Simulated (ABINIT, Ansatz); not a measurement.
# How the form of the self-energy moves the gap of K2TaNbO6 (P4/mmm)

Wanted: the gap of K2TaNbO6 (P4/mmm) under several approximations, with cost.

Calculated with ABINIT 10.8.3; LDA and many-body steps on it, plane waves.

## Step 1: Set-up

The structure is tetragonal, space group P4/mmm (No. 123). Conventional cell: a = 4.052 Å, b = 4.052 Å, c = 8.100 Å, α = 90.00°, β = 90.00°, γ = 90.00°. Nearest to K lie 12 O at 2.86 to 2.87 Å. Ta has 6 O at 2.01 to 2.03 Å nearest. Nearest to Nb lie 6 O at 2.03 to 2.04 Å. O has 1 Ta at 2.01 Å and 1 Nb at 2.04 Å and 4 K at 2.86 Å nearest. Nearest to O lie 2 Ta at 2.03 Å and 4 K at 2.87 Å. Nearest to O lie 2 Nb at 2.03 Å and 4 K at 2.86 Å. Farther neighbours and most contacts between anions are not listed.

Structure file:

```cif
data_structure
_symmetry_space_group_name_H-M 'P 1'
_symmetry_Int_Tables_number 1
_cell_length_a 4.0515
_cell_length_b 4.0515
_cell_length_c 8.0999
_cell_angle_alpha 90.000
_cell_angle_beta 90.000
_cell_angle_gamma 90.000
_cell_volume 132.96
loop_
_atom_site_label
_atom_site_type_symbol
_atom_site_fract_x
_atom_site_fract_y
_atom_site_fract_z
_atom_site_occupancy
K1 K 0.50000 0.50000 0.25119 1
K2 K 0.50000 0.50000 0.74881 1
Ta3 Ta 0.00000 0.00000 0.00000 1
Nb4 Nb 0.00000 0.00000 0.50000 1
O5 O 0.00000 0.00000 0.24798 1
O6 O 0.00000 0.00000 0.75202 1
O7 O 0.00000 0.50000 0.00000 1
O8 O 0.50000 0.00000 0.00000 1
O9 O 0.00000 0.50000 0.50000 1
O10 O 0.50000 0.00000 0.50000 1
```

The cell and positions are those that the Materials Project relaxed with its own functionals (PBE, PBE+U or r2SCAN), kept fixed. Spin-orbit coupling is left out unless a step names it.

## Step 2: Empty states on the mesh, 2×2×1 mesh, 280 bands

This step: ABINIT 10.8.3; DFT, LDA, plane waves, norm-conserving pseudopotentials.

The sums over transitions need many empty states on a uniform mesh; this step solves for them.

run.abi

```
acell 3*1.0 Angstrom
rprim 
  4.051501000000 0.000000000000 0.000000000000
  0.000000000000 4.051501000000 0.000000000000
  0.000000000000 0.000000000000 8.099891000000
ntypat 4
znucl 19 73 41 8
natom 10
typat 1 1 2 3 4 4 4 4 4 4
xred 
  0.500000000000 0.500000000000 0.251188000000
  0.500000000000 0.500000000000 0.748812000000
  0.000000000000 0.000000000000 0.000000000000
  0.000000000000 0.000000000000 0.500000000000
  0.000000000000 0.000000000000 0.247978000000
  0.000000000000 0.000000000000 0.752022000000
  0.000000000000 0.500000000000 0.000000000000
  0.500000000000 0.000000000000 0.000000000000
  0.000000000000 0.500000000000 0.500000000000
  0.500000000000 0.000000000000 0.500000000000
pp_dirpath "pseudos"
pseudos "K.upf, Ta.upf, Nb.upf, O.upf"
ecut 37
ngkpt 2 2 1
nshiftk 1
shiftk 0 0 0
kptopt 1
chksymbreak 0
iscf -2
irdden 1
istwfk *1
nband 280
nbdbuf 24
tolwfr 1e-09
nstep 60
prtvol 0
indata_prefix "in"
outdata_prefix "out"
tmpdata_prefix "tmp"
```

Run with:

```console
OMP_NUM_THREADS=1 mpirun -n 4 abinit run.abi > log
```

Numbers of over 12 decimals in the logs are rounded to 6 here.

Log:

```text
.Version 10.8.3 of ABINIT. v10.8.2 released Aug 2026.

 Symmetries : space group P4/m m m (#123); Bravais tP (primitive tetrag.)
[... echo of the input left out ...]
== DATASET  1 ==================================================================
-   mpi_nproc: 4, omp_nthreads: 1 (-1 if OMP is not activated)
-    --> not optimal distribution: autoparal keyword recommended in input file <--

--- !DatasetInfo
iteration_state: {dtset: 1, }
dimensions: {natom: 10, nkpt: 3, mband: 280, nsppol: 1, nspinor: 1, nspden: 1, mpw: 9640, }
cutoff_energies: {ecut:  37.0, pawecutdg:  -1.0, }
[...]
2.93397    2.93397    2.94022    2.94913    2.94980    2.96023    2.96926    2.97134
   3.01266    3.01811    3.02872    3.02905    3.03153    3.03973    3.04632    3.05062
 prteigrs : prtvol=0 or 1, do not print more k-points.

== END DATASET(S) ==============================================================
================================================================================

 -outvars: echo values of variables after computation  --------
            nband         280
             nkpt           3
          spgroup         123
 [... the other variables as echoed above ...]

 Calculation completed.
```

Elapsed: 5.8 min, on 4 MPI ranks of Arm Neoverse N1, shared host; peak memory 0.48 GiB; 23 min of CPU time.

Numbers from this step:

```
gap                                                           : 1.316 eV
k of the valence top                                          : 0.5, 0.5, 0
k of the conduction bottom                                    : 0, 0, 0
least direct gap                                              : 1.783 eV
k points computed                                             : 3
lowest point of the top converged band, above the valence top : 72.9532 eV
```

On this mesh the gap is 1.316 eV.

The density comes from a self-consistent run that is not shown.

## Step 3: Screening, 2×2×1 mesh, 128 bands, screening to 114.3 eV

The RPA dielectric matrix is built and inverted for each q.

This step: RPA screening on LDA, plane waves, norm-conserving pseudopotentials.

run.abi, as its differences from that of step 2:

```diff
@@ -28,10 +28,11 @@
 chksymbreak 0
-iscf -2
-irdden 1
 istwfk *1
-nband 280
-nbdbuf 24
-tolwfr 1e-09
-nstep 60
-prtvol 0
+occopt 1
+irdwfk 1
+optdriver 3
+nband 128
+ecuteps 4.2
+inclvkb 2
+awtr 1
+symchi 1
 indata_prefix "in"
```

Log:

```text
.Version 10.8.3 of ABINIT. v10.8.2 released Aug 2026.

 Symmetries : space group P4/m m m (#123); Bravais tP (primitive tetrag.)
[... echo of the input left out ...]
== DATASET  1 ==================================================================
-   mpi_nproc: 4, omp_nthreads: 1 (-1 if OMP is not activated)

--- !DatasetInfo
iteration_state: {dtset: 1, }
dimensions: {natom: 10, nkpt: 3, mband: 128, nsppol: 1, nspinor: 1, nspden: 1, mpw: 9640, }
cutoff_energies: {ecut:  37.0, pawecutdg:  -1.0, }
electrons: {nelect:   8.00000000E+01, charge:   0.00000000E+00, occopt:   1.00000000E+00, tsmear:   1.00000000E-02, }

 SCREENING: Calculation of the susceptibility and dielectric matrices

 Based on a program developped by R.W. Godby, V. Olevano, G. Onida, and L. Reining.
 Incorporated in ABINIT by V. Olevano, G.-M. Rignanese, and M. Torrent.
.Using double precision arithmetic ; gwpc =  8

[... cell and pseudopotentials left out ...]
--------------------------------------------------------------------------------

 ==== K-mesh for the wavefunctions ====
 Number of points in the irreducible wedge :     3
[... list of points left out ...]
 Together with 16 symmetry operations and time-reversal symmetry
 yields     4 points in the full Brillouin Zone.

 ==== Q-mesh for the screening function ====
 Number of points in the irreducible wedge :     3
[... list of points left out ...]
 Together with 16 symmetry operations and time-reversal symmetry
 yields     4 points in the full Brillouin Zone.

 setmesh: FFT mesh size selected  =    27x   27x   60
          total number of points  =        43740

 vcoul_init : cutoff-mode = AUXILIARY_FUNCTION
 q-points for optical limit:   1
     1)      0.000010    0.000020    0.000030

- screening: taking advantage of time-reversal symmetry
- Maximum band index for partially occupied states nbvw = 40
- Remaining bands to be divided among processors   nbcw = 88
- Number of bands treated by each node ~22

 Number of electrons calculated from density =   80.0000; Expected =   80.0000
 average of density, n =  0.089163
 r_s =    1.3886
 omega_plasma =   28.8036 [eV]

 calculating chi0 at frequencies [eV] :
  1    0.000000E+00    0.000000E+00
  2    0.000000E+00    2.880360E+01

--------------------------------------------------------------------------------
  q-point number  1        q = ( 0.000000, 0.000000, 0.000000) [r.l.u.]
--------------------------------------------------------------------------------
[... chi0 elements left out ...]
 For q-point:  0.000010 0.000020 0.000030
  dielectric constant =  12.1817
  dielectric constant without local fields =  13.0261

  Average fulfillment of the sum rule on Im[epsilon] for q-point    1 :     50.69  [%]
[... wings left out ...]
  q-point number  2        q = ( 0.500000, 0.000000, 0.000000) [r.l.u.]
--------------------------------------------------------------------------------
[... chi0 elements left out ...]
  Average fulfillment of the sum rule on Im[epsilon] for q-point    2 :     53.56  [%]

 [... 1 further q-points ...]
```

Wall time 80 s (4 MPI ranks); peak memory 1.6 GiB; 5.3 min of CPU time.

Numbers from this step:

- ε∞ with local fields, on this mesh, along the program's q direction: 12.18
- the same without local fields: 13.03
- plasma frequency: 28.80 eV
- plane waves in the screening matrix: 371

Local fields lower ε∞ by 6 %. On a Γ-centred mesh this coarse the value itself is usually too large, while a short band sum pulls it down.

## Step 4: G0W0, Godby-Needs plasmon pole

The self-energy is evaluated for the states that the input lists, and the levels follow from it, in one-shot runs by the linearised quasiparticle equation.

This step: G0W0 on LDA, plane waves, norm-conserving pseudopotentials.

run.abi, as its differences from that of step 3:

```diff
@@ -31,8 +31,19 @@
 irdwfk 1
-optdriver 3
+optdriver 4
 nband 128
+gwcalctyp 0
+ecutsigx 37
+symsigma 1
+nkptgw 3
+kptgw 
+  0.5000000000 0.5000000000 0.0000000000
+  0.0000000000 0.0000000000 0.0000000000
+  0.5000000000 0.0000000000 0.0000000000
+bdgw 
+  38 42
+  39 43
+  39 42
 ecuteps 4.2
-inclvkb 2
-awtr 1
-symchi 1
+irdscr 1
+ppmodel 1
 indata_prefix "in"
```

Log:

```text
.Version 10.8.3 of ABINIT. v10.8.2 released Aug 2026.

 Symmetries : space group P4/m m m (#123); Bravais tP (primitive tetrag.)
[... echo of the input left out ...]
== DATASET  1 ==================================================================
-   mpi_nproc: 4, omp_nthreads: 1 (-1 if OMP is not activated)

--- !DatasetInfo
iteration_state: {dtset: 1, }
dimensions: {natom: 10, nkpt: 3, mband: 128, nsppol: 1, nspinor: 1, nspden: 1, mpw: 9640, }
cutoff_energies: {ecut:  37.0, pawecutdg:  -1.0, }
electrons: {nelect:   8.00000000E+01, charge:   0.00000000E+00, occopt:   1.00000000E+00, tsmear:   1.00000000E-02, }

 SIGMA: Calculation of the GW corrections

 Based on a program developped by R.W. Godby, V. Olevano, G. Onida, and L. Reining.
 Incorporated in ABINIT by V. Olevano, G.-M. Rignanese, and M. Torrent.
.Using double precision arithmetic ; gwpc =  8

[... cell and pseudopotentials left out ...]
--------------------------------------------------------------------------------

 ==== K-mesh for the wavefunctions ====
 Number of points in the irreducible wedge :     3
[... list of points left out ...]
 Together with 16 symmetry operations and time-reversal symmetry
 yields     4 points in the full Brillouin Zone.

 ==== Q-mesh for screening function ====
 Number of points in the irreducible wedge :     3
[... list of points left out ...]
 Together with 16 symmetry operations and time-reversal symmetry
 yields     4 points in the full Brillouin Zone.

 vcoul_init : cutoff-mode = AUXILIARY_FUNCTION
 q-points for optical limit:   1
     1)      0.000010    0.000020    0.000030
 setmesh: FFT mesh size selected  =    45x   45x   90
          total number of points  =       182250

 Number of electrons calculated from density =   80.0000; Expected =   80.0000
 average of density, n =  0.089163
 r_s =    1.3886
 omega_plasma =   28.8036 [eV]

 === KS Band Gaps ===
  >>>> For spin  1
   Minimum direct gap =   1.7828 [eV], located at k-point      :   0.5000  0.0000  0.0000
   Fundamental gap    =   1.3158 [eV], Top of valence bands at :   0.5000  0.5000  0.0000
                                       Bottom of conduction at :   0.0000  0.0000  0.0000
 SIGMA fundamental parameters:
 PLASMON POLE MODEL  1
 number of plane-waves for SigmaX                 9629
 number of plane-waves for SigmaC and W            371
 number of plane-waves for wavefunctions          9629
 number of bands                                   128
 number of independent spin polarizations            1
 number of spinorial components                      1
 number of k-points in IBZ                           3
 number of q-points in IBZ                           3
 number of symmetry operations                      16
 number of k-points in BZ                            4
 number of q-points in BZ                            4
 number of frequencies for dSigma/dE                 9
 frequency step for dSigma/dE [eV]                0.25
 number of omega for Sigma on real axis              0
 max omega for Sigma on real axis  [eV]           0.00
 zcut for avoiding poles [eV]                     0.10

 EPSILON^-1 parameters (SCR file):
 dimension of the eps^-1 matrix on file            371
 dimension of the eps^-1 matrix used               371
 number of plane-waves for wavefunctions          9629
 number of bands                                   128
 number of q-points in IBZ                           3
 number of frequencies                               2
 number of real frequencies                          1
 number of imag frequencies                          1

 matrix elements of self-energy operator (all in [eV])

 Perturbative Calculation

--- !SelfEnergy_ee
iteration_state: {dtset: 1, }
kpoint     : [   0.500,    0.500,    0.000, ]
spin       : 1
KS_gap     :    4.084
QP_gap     :    5.582
Delta_QP_KS:    1.499
data: !SigmaeeData |
     Band     E0 <VxcDFT>   SigX SigC(E0)      Z dSigC/dE  Sig(E)    E-E0       E
       38   4.921 -19.856 -25.043   5.526   0.760  -0.316 -19.599   0.258   5.179
       39   4.921 -19.856 -25.043   5.526   0.760  -0.316 -19.599   0.258   5.179
       40   4.980 -19.825 -25.041   5.500   0.764  -0.310 -19.608   0.217   5.197
       41   9.064 -18.489 -12.286  -3.999   0.779  -0.284 -16.773   1.716  10.779
       42   9.064 -18.489 -12.286  -3.999   0.779  -0.284 -16.773   1.716  10.779

--- !SelfEnergy_ee
iteration_state: {dtset: 1, }
kpoint     : [   0.000,    0.000,    0.000, ]
spin       : 1
KS_gap     :    2.020
QP_gap     :    3.475
Delta_QP_KS:    1.455
data: !SigmaeeData |
     Band     E0 <VxcDFT>   SigX SigC(E0)      Z dSigC/dE  Sig(E)    E-E0       E
       39   4.275 -19.996 -25.476   5.609   0.766  -0.306 -19.897   0.099   4.374
[...]
--- !SelfEnergy_ee
iteration_state: {dtset: 1, }
kpoint     : [   0.500,    0.000,    0.000, ]
spin       : 1
KS_gap     :    1.783
QP_gap     :    3.138
Delta_QP_KS:    1.355
data: !SigmaeeData |
     Band     E0 <VxcDFT>   SigX SigC(E0)      Z dSigC/dE  Sig(E)    E-E0       E
[...]
40   4.884 -19.778 -24.946   5.507   0.760  -0.315 -19.520   0.257   5.141
       41   6.667 -15.714  -9.470  -4.241   0.805  -0.242 -14.101   1.612   8.279
       42   8.789 -18.585 -12.521  -3.910   0.780  -0.282 -16.905   1.680  10.469

 New Fermi energy :        2.253680E-01 Ha ,    6.132577E+00 eV

 === QP Band Gaps ===
  >>>> For spin  1
   Minimum direct gap =   3.1379 [eV], located at k-point      :   0.5000  0.0000  0.0000
   Fundamental gap    =   2.6519 [eV], Top of valence bands at :   0.5000  0.5000  0.0000
                                       Bottom of conduction at :   0.0000  0.0000  0.0000

== END DATASET(S) ==============================================================
================================================================================

 -outvars: echo values of variables after computation  --------
           etotal      0.0000000000E+00
            nband         128
             nkpt           3
          spgroup         123
 [... the other variables as echoed above ...]

 Calculation completed.
```

Run time: 29 s. Hardware: 4 MPI ranks; peak memory 1.1 GiB; 1.9 min of CPU time.

This step gave:

```yaml
g0w0_gap_on_the_points_computed: 2.652 eV
starting_gap_on_the_mesh: 1.316 eV
k_of_the_valence_top: 0.5, 0.5, 0
k_of_the_conduction_bottom: 0, 0, 0
z_at_the_valence_top: 0.764
z_at_the_conduction_bottom: 0.802
least_direct_g0w0_gap_on_the_computed_points: 3.138 eV
```

The gap on the mesh goes from 1.32 eV to 2.65 eV, a correction of +1.34 eV.

## Step 5: G0W0, von der Linden-Horsch plasmon pole

run.abi, as its differences from that of step 4:

```diff
@@ -47,3 +47,3 @@
 irdscr 1
-ppmodel 1
+ppmodel 3
 indata_prefix "in"
```

Log:

```text
.Version 10.8.3 of ABINIT. v10.8.2 released Aug 2026.

 Symmetries : space group P4/m m m (#123); Bravais tP (primitive tetrag.)
[... echo of the input left out ...]
== DATASET  1 ==================================================================
-   mpi_nproc: 4, omp_nthreads: 1 (-1 if OMP is not activated)

--- !DatasetInfo
iteration_state: {dtset: 1, }
dimensions: {natom: 10, nkpt: 3, mband: 128, nsppol: 1, nspinor: 1, nspden: 1, mpw: 9640, }
cutoff_energies: {ecut:  37.0, pawecutdg:  -1.0, }
electrons: {nelect:   8.00000000E+01, charge:   0.00000000E+00, occopt:   1.00000000E+00, tsmear:   1.00000000E-02, }

 SIGMA: Calculation of the GW corrections

 Based on a program developped by R.W. Godby, V. Olevano, G. Onida, and L. Reining.
 Incorporated in ABINIT by V. Olevano, G.-M. Rignanese, and M. Torrent.
.Using double precision arithmetic ; gwpc =  8

[... cell and pseudopotentials left out ...]
--------------------------------------------------------------------------------

 ==== K-mesh for the wavefunctions ====
 Number of points in the irreducible wedge :     3
[... list of points left out ...]
 Together with 16 symmetry operations and time-reversal symmetry
 yields     4 points in the full Brillouin Zone.

 ==== Q-mesh for screening function ====
 Number of points in the irreducible wedge :     3
[... list of points left out ...]
 Together with 16 symmetry operations and time-reversal symmetry
 yields     4 points in the full Brillouin Zone.

 vcoul_init : cutoff-mode = AUXILIARY_FUNCTION
 q-points for optical limit:   1
     1)      0.000010    0.000020    0.000030
 setmesh: FFT mesh size selected  =    45x   45x   90
          total number of points  =       182250

 Number of electrons calculated from density =   80.0000; Expected =   80.0000
[...]
Perturbative Calculation

--- !SelfEnergy_ee
iteration_state: {dtset: 1, }
kpoint     : [   0.500,    0.500,    0.000, ]
spin       : 1
KS_gap     :    4.084
QP_gap     :    5.787
Delta_QP_KS:    1.704
data: !SigmaeeData |
     Band     E0 <VxcDFT>   SigX SigC(E0)      Z dSigC/dE  Sig(E)    E-E0       E
       38   4.921 -19.856 -25.043   5.502   0.827  -0.209 -19.595   0.261   5.182
       39   4.921 -19.856 -25.043   5.502   0.827  -0.209 -19.595   0.261   5.182
       40   4.980 -19.825 -25.041   5.466   0.830  -0.205 -19.618   0.208   5.188
[...]
--- !SelfEnergy_ee
iteration_state: {dtset: 1, }
kpoint     : [   0.000,    0.000,    0.000, ]
spin       : 1
KS_gap     :    2.020
QP_gap     :    3.488
Delta_QP_KS:    1.468
data: !SigmaeeData |
     Band     E0 <VxcDFT>   SigX SigC(E0)      Z dSigC/dE  Sig(E)    E-E0       E
[...]
--- !SelfEnergy_ee
iteration_state: {dtset: 1, }
kpoint     : [   0.500,    0.000,    0.000, ]
spin       : 1
KS_gap     :    1.783
QP_gap     :    3.132
Delta_QP_KS:    1.349
data: !SigmaeeData |
     Band     E0 <VxcDFT>   SigX SigC(E0)      Z dSigC/dE  Sig(E)    E-E0       E
[...]
41   6.667 -15.714  -9.470  -4.367   0.855  -0.169 -14.108   1.605   8.272
       42   8.789 -18.585 -12.521  -3.839   0.836  -0.197 -16.726   1.859  10.648

 New Fermi energy :        2.251951E-01 Ha ,    6.127870E+00 eV

 === QP Band Gaps ===
  >>>> For spin  1
   Minimum direct gap =   3.1320 [eV], located at k-point      :   0.5000  0.0000  0.0000
   Fundamental gap    =   2.6443 [eV], Top of valence bands at :   0.5000  0.5000  0.0000
                                       Bottom of conduction at :   0.0000  0.0000  0.0000

== END DATASET(S) ==============================================================
================================================================================

 -outvars: echo values of variables after computation  --------
           etotal      0.0000000000E+00
            nband         128
             nkpt           3
          spgroup         123
 [... the other variables as echoed above ...]

 Calculation completed.
```

The job ended after 18 s (4 MPI ranks; peak memory 1.1 GiB; 73 s of CPU time).

This step gave:

```
G0W0 gap on the points computed              : 2.644 eV
starting gap on the mesh                     : 1.316 eV
k of the valence top                         : 0.5, 0.5, 0
k of the conduction bottom                   : 0, 0, 0
Z at the valence top                         : 0.83
Z at the conduction bottom                   : 0.851
least direct G0W0 gap on the computed points : 3.132 eV
```

Against G0W0 in ABINIT (2×2×1 mesh, 128 bands, screening to 114.3 eV, Godby-Needs plasmon pole), the gap moves by −0.008 eV.

(Part 1 of 2 ends here.)

[Paths, hosts, dates, memory and timing lines, banners, echoed tables and standing remarks are left out of the program output.]

[Logs are printed without paths, hosts, clocks, repeated set-up lines and the standing remarks that a program may print on its own settings, such as how far it seeks lower states.]

[Runs of the session that timed out or met a known fault of the program may be left out.]

[Hosts, paths, dates, database ids (printed as entryN), source tags and the programs' standing remarks are cut or masked in the printed files.]

[G0W0 gaps are taken among the corrected bands and points alone; a level outside them can change the order at an edge.]

[Where Ansatz stands beside ABINIT at settings called matched, ABINIT's density can come from a denser mesh and the files from another edition; pairs whose starting gaps differed by over 0.03 eV were left out, so agreement reads better than it is.]
